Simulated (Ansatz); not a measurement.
# Li on W(110): change of the work function, part 2 of 4

Aim: the work function of W(110) at several coverages of Li (hollow site), and the dipole that each adsorbate carries.

Ansatz 0.2.0; plane-wave DFT, PBE, Ansatz PAW.

So far, work function, upper face (eV): step 2 (the clean slab) 4.84.

## (3) Adsorbate added, k-mesh 4×4×1, coverage 0.111 ML

System of this step: LiW36 (Li/W(110)). The cell holds 37 atoms: 36 W and 1 Li. Its edges and angles: a = 8.210 Å, b = 8.210 Å, c = 27.271 Å, α = 90.0°, β = 90.0°, γ = 70.5°. Vacuum lies along c.

The clean slab as it ended is repeated in the plane and the adsorbate is set on one face; the cell's size fixes the coverage, and the k-mesh shrinks with it to keep the sampling density about even. Adsorbate and upper layers relax, since the dipole depends on the height.

File input.yaml:

```yaml
crystal:
  lattice:
    - [6.7033722855, -4.74, 0.0]
    - [6.7033722855, 4.74, 0.0]
    - [0.0, 0.0, 27.2706338538]
  atoms:
    - { symbol: W, position: [0.0, 0.0, 0.3300253323] }
    - { symbol: W, position: [0.1666666667, 0.1666666667, 0.4119617274] }
    - { symbol: W, position: [0.0, 0.0, 0.495287083] }
    - { symbol: W, position: [0.1666666667, 0.1666666667, 0.5756727792] }
    - { symbol: W, position: [0.0, 0.3333333333, 0.3300253323] }
    - { symbol: W, position: [0.1666666667, 0.5, 0.4119617274] }
    - { symbol: W, position: [0.0, 0.3333333333, 0.495287083] }
    - { symbol: W, position: [0.1666666667, 0.5, 0.5756727792] }
    - { symbol: W, position: [0.0, 0.6666666667, 0.3300253323] }
    - { symbol: W, position: [0.1666666667, 0.8333333333, 0.4119617274] }
    - { symbol: W, position: [0.0, 0.6666666667, 0.495287083] }
    - { symbol: W, position: [0.1666666667, 0.8333333333, 0.5756727792] }
    - { symbol: W, position: [0.3333333333, 0.0, 0.3300253323] }
    - { symbol: W, position: [0.5, 0.1666666667, 0.4119617274] }
    - { symbol: W, position: [0.3333333333, 0.0, 0.495287083] }
    - { symbol: W, position: [0.5, 0.1666666667, 0.5756727792] }
    - { symbol: W, position: [0.3333333333, 0.3333333333, 0.3300253323] }
    - { symbol: W, position: [0.5, 0.5, 0.4119617274] }
    - { symbol: W, position: [0.3333333333, 0.3333333333, 0.495287083] }
    - { symbol: W, position: [0.5, 0.5, 0.5756727792] }
    - { symbol: W, position: [0.3333333333, 0.6666666667, 0.3300253323] }
    - { symbol: W, position: [0.5, 0.8333333333, 0.4119617274] }
    - { symbol: W, position: [0.3333333333, 0.6666666667, 0.495287083] }
    - { symbol: W, position: [0.5, 0.8333333333, 0.5756727792] }
    - { symbol: W, position: [0.6666666667, 0.0, 0.3300253323] }
    - { symbol: W, position: [0.8333333333, 0.1666666667, 0.4119617274] }
    - { symbol: W, position: [0.6666666667, 0.0, 0.495287083] }
    - { symbol: W, position: [0.8333333333, 0.1666666667, 0.5756727792] }
    - { symbol: W, position: [0.6666666667, 0.3333333333, 0.3300253323] }
    - { symbol: W, position: [0.8333333333, 0.5, 0.4119617274] }
    - { symbol: W, position: [0.6666666667, 0.3333333333, 0.495287083] }
    - { symbol: W, position: [0.8333333333, 0.5, 0.5756727792] }
    - { symbol: W, position: [0.6666666667, 0.6666666667, 0.3300253323] }
    - { symbol: W, position: [0.8333333333, 0.8333333333, 0.4119617274] }
    - { symbol: W, position: [0.6666666667, 0.6666666667, 0.495287083] }
    - { symbol: W, position: [0.8333333333, 0.8333333333, 0.5756727792] }
    - { symbol: Li, position: [0.28, 0.28, 0.6699746677] }
kpoints:
  mp_grid: { grid: [4, 4, 1] }
hamiltonian:
  xc: pbe
scf:
  occupations: { method: fermi_dirac, width: 0.1 }
  convergence: { dr2_threshold: 1.0e-08 }
efield:
  axis: 3
  dipole_correction: true
  ramp_position: 0.97
  ramp_width: 0.06
relax:
  f_tol: 0.02
  max_steps: 60
  constraints:
    - { sites: [0, 1, 4, 5, 8, 9, 12, 13, 16, 17, 20, 21, 24, 25, 28, 29, 32, 33] }
output:
  write_potential: true
  write_density: true
  volumetric_format: npy
```

Command:

```bash
> ansatz run input.yaml --threads 4 --pin off --max-ram 16384MiB --backend cpu --events-out ev --progress --plain --runs-dir out
```

Output:

```text
[...]
Crystal: 37 atoms, lattice volume = 1732.993 Å³
Basis set: ecut = 420 eV, 33919 PW (Γ), exchange–correlation on 120×120×384 points (8 copies of the dense FFT grid, shifted against one another)
Bands: 305, of which v1, the nominal top of the filled ones, is band 254 counted from 1 (253 counted from 0)
Symmetry: 2 space group operations
[...]
k-points: 7 of 16 (time reversal used)
[...]
SCF iter   1: F=—  HF=-374034.341993 eV  |F-HF|=—  |Δ(HF+E_count)|=         —  Δρ=8.73e-3  dr2=1.78e1  ethr=1.77e-3  p=0.706 e·Å  D=7.37e-2 V/Å  ΔV_dip=-2.01 eV  dr2_dipole=2.15e0  V_vac-E_F(+/−)=3.11/5.12 eV  ⟨swp⟩=10.7  Hψ=11691  notcnv=0
[...]
SCF iter  11: F=-374033.652523 eV  HF=-374033.652523 eV  |F-HF|=4.31e-9  |Δ(HF+E_count)|=   1.27e-8  Δρ=1.32e-7  dr2=4.59e-10  ethr=1.97e-12  p=0.600 e·Å  D=6.27e-2 V/Å  ΔV_dip=-1.71 eV  dr2_dipole=9.42e-12  V_vac-E_F(+/−)=3.18/4.89 eV  ⟨swp⟩=10.3  Hψ=13475  notcnv=0
SCF 1 converged in 11 iterations: F = -374033.652523 eV  dr2 = 4.59e-10
[...]
relax step   1: F+E_penalty+E_count = -374033.65252266 eV  Δ(F+E_penalty+E_count) = +0.000e0 eV  max|allowed force component| = 4.448e-1 eV/Å  Δτ_max = 0.0000 Å  (11 SCF iters, accepted)
[...]
SCF iter  10: F=-374033.686868 eV  HF=-374033.686868 eV  |F-HF|=2.33e-9  |Δ(HF+E_count)|=   1.83e-8  Δρ=1.52e-7  dr2=1.15e-9  ethr=1.97e-12  p=0.501 e·Å  D=5.23e-2 V/Å  ΔV_dip=-1.43 eV  dr2_dipole=1.11e-10  V_vac-E_F(+/−)=3.46/4.89 eV  ⟨swp⟩=10.3  Hψ=13617  notcnv=0
SCF 2 converged in 10 iterations: F = -374033.686868 eV  dr2 = 1.15e-9
relax step   2: F+E_penalty+E_count = -374033.68686834 eV  Δ(F+E_penalty+E_count) = -3.435e-2 eV  max|allowed force component| = 3.035e-1 eV/Å  Δτ_max = 0.1950 Å  (10 SCF iters, accepted)
SCF iter   1: F=—  HF=-374033.722819 eV  |F-HF|=—  |Δ(HF+E_count)|=         —  Δρ=1.17e-3  dr2=5.20e-2  ethr=2.12e-4  p=0.501 e·Å  D=5.23e-2 V/Å  ΔV_dip=-1.43 eV  dr2_dipole=1.13e-4  V_vac-E_F(+/−)=3.46/4.89 eV  ⟨swp⟩=3.7  Hψ=3892  notcnv=0
[...]
SCF iter   9: F=-374033.721719 eV  HF=-374033.721719 eV  |F-HF|=7.28e-9  |Δ(HF+E_count)|=   1.18e-8  Δρ=2.16e-7  dr2=1.63e-9  ethr=1.97e-12  p=0.502 e·Å  D=5.24e-2 V/Å  ΔV_dip=-1.43 eV  dr2_dipole=6.47e-11  V_vac-E_F(+/−)=3.46/4.89 eV  ⟨swp⟩=11.1  Hψ=14434  notcnv=0
SCF 3 converged in 9 iterations: F = -374033.721719 eV  dr2 = 1.63e-9
relax step   3: F+E_penalty+E_count = -374033.72171879 eV  Δ(F+E_penalty+E_count) = -3.485e-2 eV  max|allowed force component| = 8.858e-2 eV/Å  Δτ_max = 0.1126 Å  (9 SCF iters, accepted)
[...]
relax step   4: F+E_penalty+E_count = -374033.73561283 eV  Δ(F+E_penalty+E_count) = -1.389e-2 eV  max|allowed force component| = 5.709e-2 eV/Å  Δτ_max = 0.1934 Å  (9 SCF iters, accepted)
[...]
relax step   5: F+E_penalty+E_count = -374033.74371324 eV  Δ(F+E_penalty+E_count) = -8.100e-3 eV  max|allowed force component| = 2.173e-2 eV/Å  Δτ_max = 0.2000 Å  (9 SCF iters, accepted)
SCF iter   1: F=—  HF=-374033.741530 eV  |F-HF|=—  |Δ(HF+E_count)|=         —  Δρ=6.01e-4  dr2=2.05e-2  ethr=4.33e-5  p=0.489 e·Å  D=5.10e-2 V/Å  ΔV_dip=-1.39 eV  dr2_dipole=3.52e-5  V_vac-E_F(+/−)=3.50/4.89 eV  ⟨swp⟩=4.0  Hψ=5034  notcnv=0
[...]
SCF iter   8: F=-374033.745150 eV  HF=-374033.745150 eV  |F-HF|=8.67e-9  |Δ(HF+E_count)|=   1.16e-7  Δρ=3.62e-7  dr2=6.48e-9  ethr=1.97e-12  p=0.485 e·Å  D=5.07e-2 V/Å  ΔV_dip=-1.38 eV  dr2_dipole=9.53e-10  V_vac-E_F(+/−)=3.51/4.89 eV  ⟨swp⟩=9.6  Hψ=16924  notcnv=0
SCF 6 converged in 8 iterations: F = -374033.745150 eV  dr2 = 6.48e-9
relax step   6: F+E_penalty+E_count = -374033.74515003 eV  Δ(F+E_penalty+E_count) = -1.437e-3 eV  max|allowed force component| = 1.723e-2 eV/Å  Δτ_max = 0.1367 Å  (8 SCF iters, accepted)
NSCF: frozen V_eff on 7 k-points
[...]
SCF converged after 8 iterations
Free energy (F): -374033.745150 eV
[...]
Internal energy: -374032.838502 eV  (E = F + TS)
E sigma→0 (E₀):  -374033.291826 eV
Entropy (-TS):   -0.906648 eV (-24.504 meV/atom)
Fermi energy:    4.750169 eV
Dipole field:    D = 0.050661 V/Å  (p = 0.485188 e·Å, saw-weighted, corrected)
Work function:   Φ+ = 3.5062 eV   Φ− = 4.8878 eV
[...]
--- Forces (eV/Å), atoms counted from 1 ---
  atom   1  W     -0.00087084     0.00000000     0.36867117
  atom   2  W     -0.01659921     0.00000000    -0.36888873
  atom   3  W     -0.00593712     0.00000000     0.00212724
  atom   4  W     -0.01011143     0.00000000    -0.01723478
  atom   5  W     -0.00508345    -0.00031599     0.36799533
  atom   6  W      0.00405684     0.00098678    -0.35813775
  atom   7  W      0.00570298    -0.00249504     0.00350309
  atom   8  W     -0.00479651    -0.00539183     0.00170308
  atom   9  W     -0.00038186    -0.00980943     0.37419681
  atom  10  W      0.01728500    -0.00819599    -0.36942136
  atom  11  W     -0.00735413    -0.00129986     0.00102979
  atom  12  W      0.00270222    -0.00016376     0.00116367
  atom  13  W     -0.00508345     0.00031599     0.36799533
  atom  14  W      0.00405684    -0.00098678    -0.35813775
  atom  15  W      0.00570298     0.00249504     0.00350309
  atom  16  W     -0.00479651     0.00539183     0.00170308
  atom  17  W     -0.00045129     0.00000000     0.33662189
  atom  18  W      0.02643555     0.00000000    -0.37143119
  atom  19  W     -0.00549578     0.00000000    -0.00102957
  atom  20  W      0.00901425     0.00000000    -0.01446071
  atom  21  W      0.00504103     0.00020219     0.36825876
  atom  22  W     -0.00646865     0.00797029    -0.36810098
  atom  23  W     -0.01029315     0.00216587     0.00752546
  atom  24  W      0.00170626    -0.00165308     0.00092936
  atom  25  W     -0.00038186     0.00980943     0.37419681
  atom  26  W      0.01728500     0.00819599    -0.36942136
  atom  27  W     -0.00735413     0.00129986     0.00102979
  atom  28  W      0.00270222     0.00016376     0.00116367
  atom  29  W      0.00504103    -0.00020219     0.36825876
  atom  30  W     -0.00646865    -0.00797029    -0.36810098
  atom  31  W     -0.01029315    -0.00216587     0.00752546
  atom  32  W      0.00170626     0.00165308     0.00092936
  atom  33  W      0.00085896     0.00000000     0.36869335
  atom  34  W      0.00494994     0.00000000    -0.37500693
  atom  35  W      0.00235350     0.00000000     0.00136659
  atom  36  W     -0.00850694     0.00000000    -0.00134515
  atom  37  Li     0.00011609     0.00000000     0.01065765
  max |Σ_I F_I| component: 3.13e-5 eV/Å
--- Band table (eV; the first three rows and the last of 7) ---
  k-point 0: bands = [... 250 lower, 4.4801, 4.4880, 4.5606, 4.5657, 5.1635, 5.2752, 5.2847, 5.5710, ... 47 higher]
  k-point 1: bands = [... 250 lower, 4.7169, 4.7554, 4.7840, 4.8103, 4.8296, 4.9202, 5.0357, 5.0774, ... 47 higher]
  k-point 2: bands = [... 250 lower, 4.7316, 4.7698, 4.7770, 4.7994, 4.8051, 4.9444, 5.0150, 5.0158, ... 47 higher]
  k-point 6: bands = [... 250 lower, 4.2988, 4.3099, 4.5564, 4.5639, 4.5791, 4.5841, 4.7059, 4.7622, ... 47 higher]
--- Relaxed structure (6 steps of the walk, 6 accepted, 0 SCFs on fresh bases) ---
  F+E_penalty+E_count = -374033.74515003 eV   max|allowed force component| = 1.723e-2 eV/Å
  atoms:
    - { symbol: W, position: [0.0, 0.0, 0.3300253323] }
    - { symbol: W, position: [0.1666666667, 0.1666666667, 0.4119617274] }
    - { symbol: W, position: [0.000368313, 0.000368313, 0.495262] }
    - { symbol: W, position: [0.167822, 0.167822, 0.576472] }
    - { symbol: W, position: [0.0, 0.3333333333, 0.3300253323] }
    - { symbol: W, position: [0.166667, 0.5, 0.4119617274] }
    - { symbol: W, position: [-0.000351262, 0.333418, 0.495203] }
    - { symbol: W, position: [0.165712, 0.501283, 0.575355] }
    - { symbol: W, position: [0.0, 0.6666666667, 0.3300253323] }
    - { symbol: W, position: [0.166667, 0.8333333333, 0.4119617274] }
    - { symbol: W, position: [-0.000301023, 0.667220, 0.494865] }
    - { symbol: W, position: [0.167101, 0.833391, 0.575953] }
    - { symbol: W, position: [0.3333333333, 0.0, 0.3300253323] }
    - { symbol: W, position: [0.5, 0.166667, 0.4119617274] }
    - { symbol: W, position: [0.333418, -0.000351262, 0.495203] }
    - { symbol: W, position: [0.501283, 0.165712, 0.575355] }
    - { symbol: W, position: [0.3333333333, 0.3333333333, 0.3300253323] }
    - { symbol: W, position: [0.5, 0.5, 0.4119617274] }
    - { symbol: W, position: [0.333445, 0.333445, 0.495046] }
    - { symbol: W, position: [0.499121, 0.499121, 0.576464] }
    - { symbol: W, position: [0.333333, 0.6666666667, 0.3300253323] }
    - { symbol: W, position: [0.500000, 0.833333, 0.4119617274] }
    - { symbol: W, position: [0.333492, 0.667202, 0.495189] }
    - { symbol: W, position: [0.499789, 0.833542, 0.575946] }
    - { symbol: W, position: [0.6666666667, 0.0, 0.3300253323] }
    - { symbol: W, position: [0.8333333333, 0.166667, 0.4119617274] }
    - { symbol: W, position: [0.667220, -0.000301023, 0.494865] }
    - { symbol: W, position: [0.833391, 0.167101, 0.575953] }
    - { symbol: W, position: [0.6666666667, 0.333333, 0.3300253323] }
    - { symbol: W, position: [0.833333, 0.500000, 0.4119617274] }
    - { symbol: W, position: [0.667202, 0.333492, 0.495189] }
    - { symbol: W, position: [0.833542, 0.499789, 0.575946] }
    - { symbol: W, position: [0.6666666667, 0.6666666667, 0.3300253323] }
    - { symbol: W, position: [0.8333333333, 0.8333333333, 0.4119617274] }
    - { symbol: W, position: [0.666518, 0.666518, 0.495265] }
    - { symbol: W, position: [0.833520, 0.833520, 0.575379] }
    - { symbol: Li, position: [0.333397, 0.333397, 0.661601] }
```

It took 22 min on 4 threads of Arm Neoverse V1, shared host; peak memory 9.5 GiB; 87 min of CPU time.

Relaxation path:

```tsv
step	energy less that of the first step (eV)	largest force component (eV/Å)
1	0.0000	0.4448
2	-0.0343	0.3035
3	-0.0692	0.0886
4	-0.0831	0.0571
5	-0.0912	0.0217
6	-0.0926	0.0172
```

The run keeps the 2 symmetry operations that the program found, so distortions that break them were not tested.

The atoms that moved most (Å):

```tsv
atom	dx	dy	dz	length
Li37	0.716	0.000	-0.228	0.751
W4	0.015	0.000	0.022	0.027
W20	-0.012	0.000	0.022	0.025
W8	0.002	0.011	-0.009	0.014
W16	0.002	-0.011	-0.009	0.014
W11	0.002	0.004	-0.012	0.012
W27	0.002	-0.004	-0.012	0.012
W28	0.003	0.002	0.008	0.009
```

The relaxed structure:

```
W Li
1.0
     6.70337   -4.74000    0.00000
     6.70337    4.74000    0.00000
     0.00000    0.00000   27.27063
W Li
36 1
Direct
  0.00000 0.00000 0.33003
  0.16667 0.16667 0.41196
  0.00037 0.00037 0.49526
  0.16782 0.16782 0.57647
  0.00000 0.33333 0.33003
  0.16667 0.50000 0.41196
  0.99965 0.33342 0.49520
  0.16571 0.50128 0.57535
  0.00000 0.66667 0.33003
  0.16667 0.83333 0.41196
  0.99970 0.66722 0.49487
  0.16710 0.83339 0.57595
  0.33333 0.00000 0.33003
  0.50000 0.16667 0.41196
  0.33342 0.99965 0.49520
  0.50128 0.16571 0.57535
  0.33333 0.33333 0.33003
  0.50000 0.50000 0.41196
  0.33344 0.33344 0.49505
  0.49912 0.49912 0.57646
  0.33333 0.66667 0.33003
  0.50000 0.83333 0.41196
  0.33349 0.66720 0.49519
  0.49979 0.83354 0.57595
  0.66667 0.00000 0.33003
  0.83333 0.16667 0.41196
  0.66722 0.99970 0.49487
  0.83339 0.16710 0.57595
  0.66667 0.33333 0.33003
  0.83333 0.50000 0.41196
  0.66720 0.33349 0.49519
  0.83354 0.49979 0.57595
  0.66667 0.66667 0.33003
  0.83333 0.83333 0.41196
  0.66652 0.66652 0.49527
  0.83352 0.83352 0.57538
  0.33340 0.33340 0.66160
```

Numbers from this step:

```yaml
energy_at_zero_smearing: -374033.2918 eV
work_function_upper_face: 3.506 eV
work_function_lower_face: 4.888 eV
dipole_along_the_normal: 0.4852 e·Å
step_between_the_vacuum_levels: -1.382 eV
```

Running mean over 2.234 Å of the planar mean; the ramp of the sawtooth is left out. Electron's electrostatic potential energy less the Fermi level against z:

z (Å), electron's electrostatic potential energy less the Fermi level (eV) and a bar from the least value:
```
      3.5        4.9 ##############################
      4.0        4.9 ##############################
      4.5        4.9 ##############################
      5.0        4.9 ##############################
      5.5        4.8 ##############################
      6.0        4.7 ##############################
      6.5        4.4 #############################
      7.0        3.3 ###########################
      7.5       -0.1 ######################
      8.0       -5.8 ############
      8.5      -10.5 ####
      9.0      -12.2 #
      9.5      -12.5 #
     10.0      -12.6 #
     10.5      -12.7 
     11.0      -12.7 
     11.5      -12.7 
     12.0      -12.5 #
     12.5      -12.4 #
     13.0      -12.6 #
     13.5      -12.7 
     14.0      -12.9 
     14.5      -12.9 
     15.0      -12.8 
     15.5      -12.4 #
     16.0      -11.5 ##
     16.5       -8.1 ########
     17.0       -2.7 #################
     17.5        1.5 ########################
     18.0        3.0 ###########################
     18.5        3.3 ###########################
     19.0        3.3 ###########################
     19.5        3.4 ############################
     20.0        3.5 ############################
     20.5        3.5 ############################
     21.0        3.5 ############################
     21.5        3.5 ############################
     22.0        3.5 ############################
     22.5        3.5 ############################
     23.0        3.5 ############################
     23.5        3.5 ############################
     24.0        3.5 ############################
```

The relaxation took 6 steps and lowered the energy by 0.093 eV; the largest force on the free atoms ends at 0.017 eV/Å.

The covered face has 3.51 eV, -1.34 eV against the clean one; the bare back face has moved by -0.01 eV, a measure of how thin the slab is.

[end of part 2 of 4]

[Long decimals in the printed logs are rounded to 6 places.]

[Logs are printed without paths, hosts, clocks, repeated set-up lines and the standing remarks that a program may print on its own settings, such as how far it seeks lower states.]

[Hosts, paths, dates, database ids (printed as entryN), source tags and the programs' standing remarks are cut or masked in the printed files.]

[Maps of the electrostatic potential energy from Ansatz leave out the sawtooth potential of an applied field or a dipole correction, so their vacuum need not be flat; planar profiles and work functions include it.]
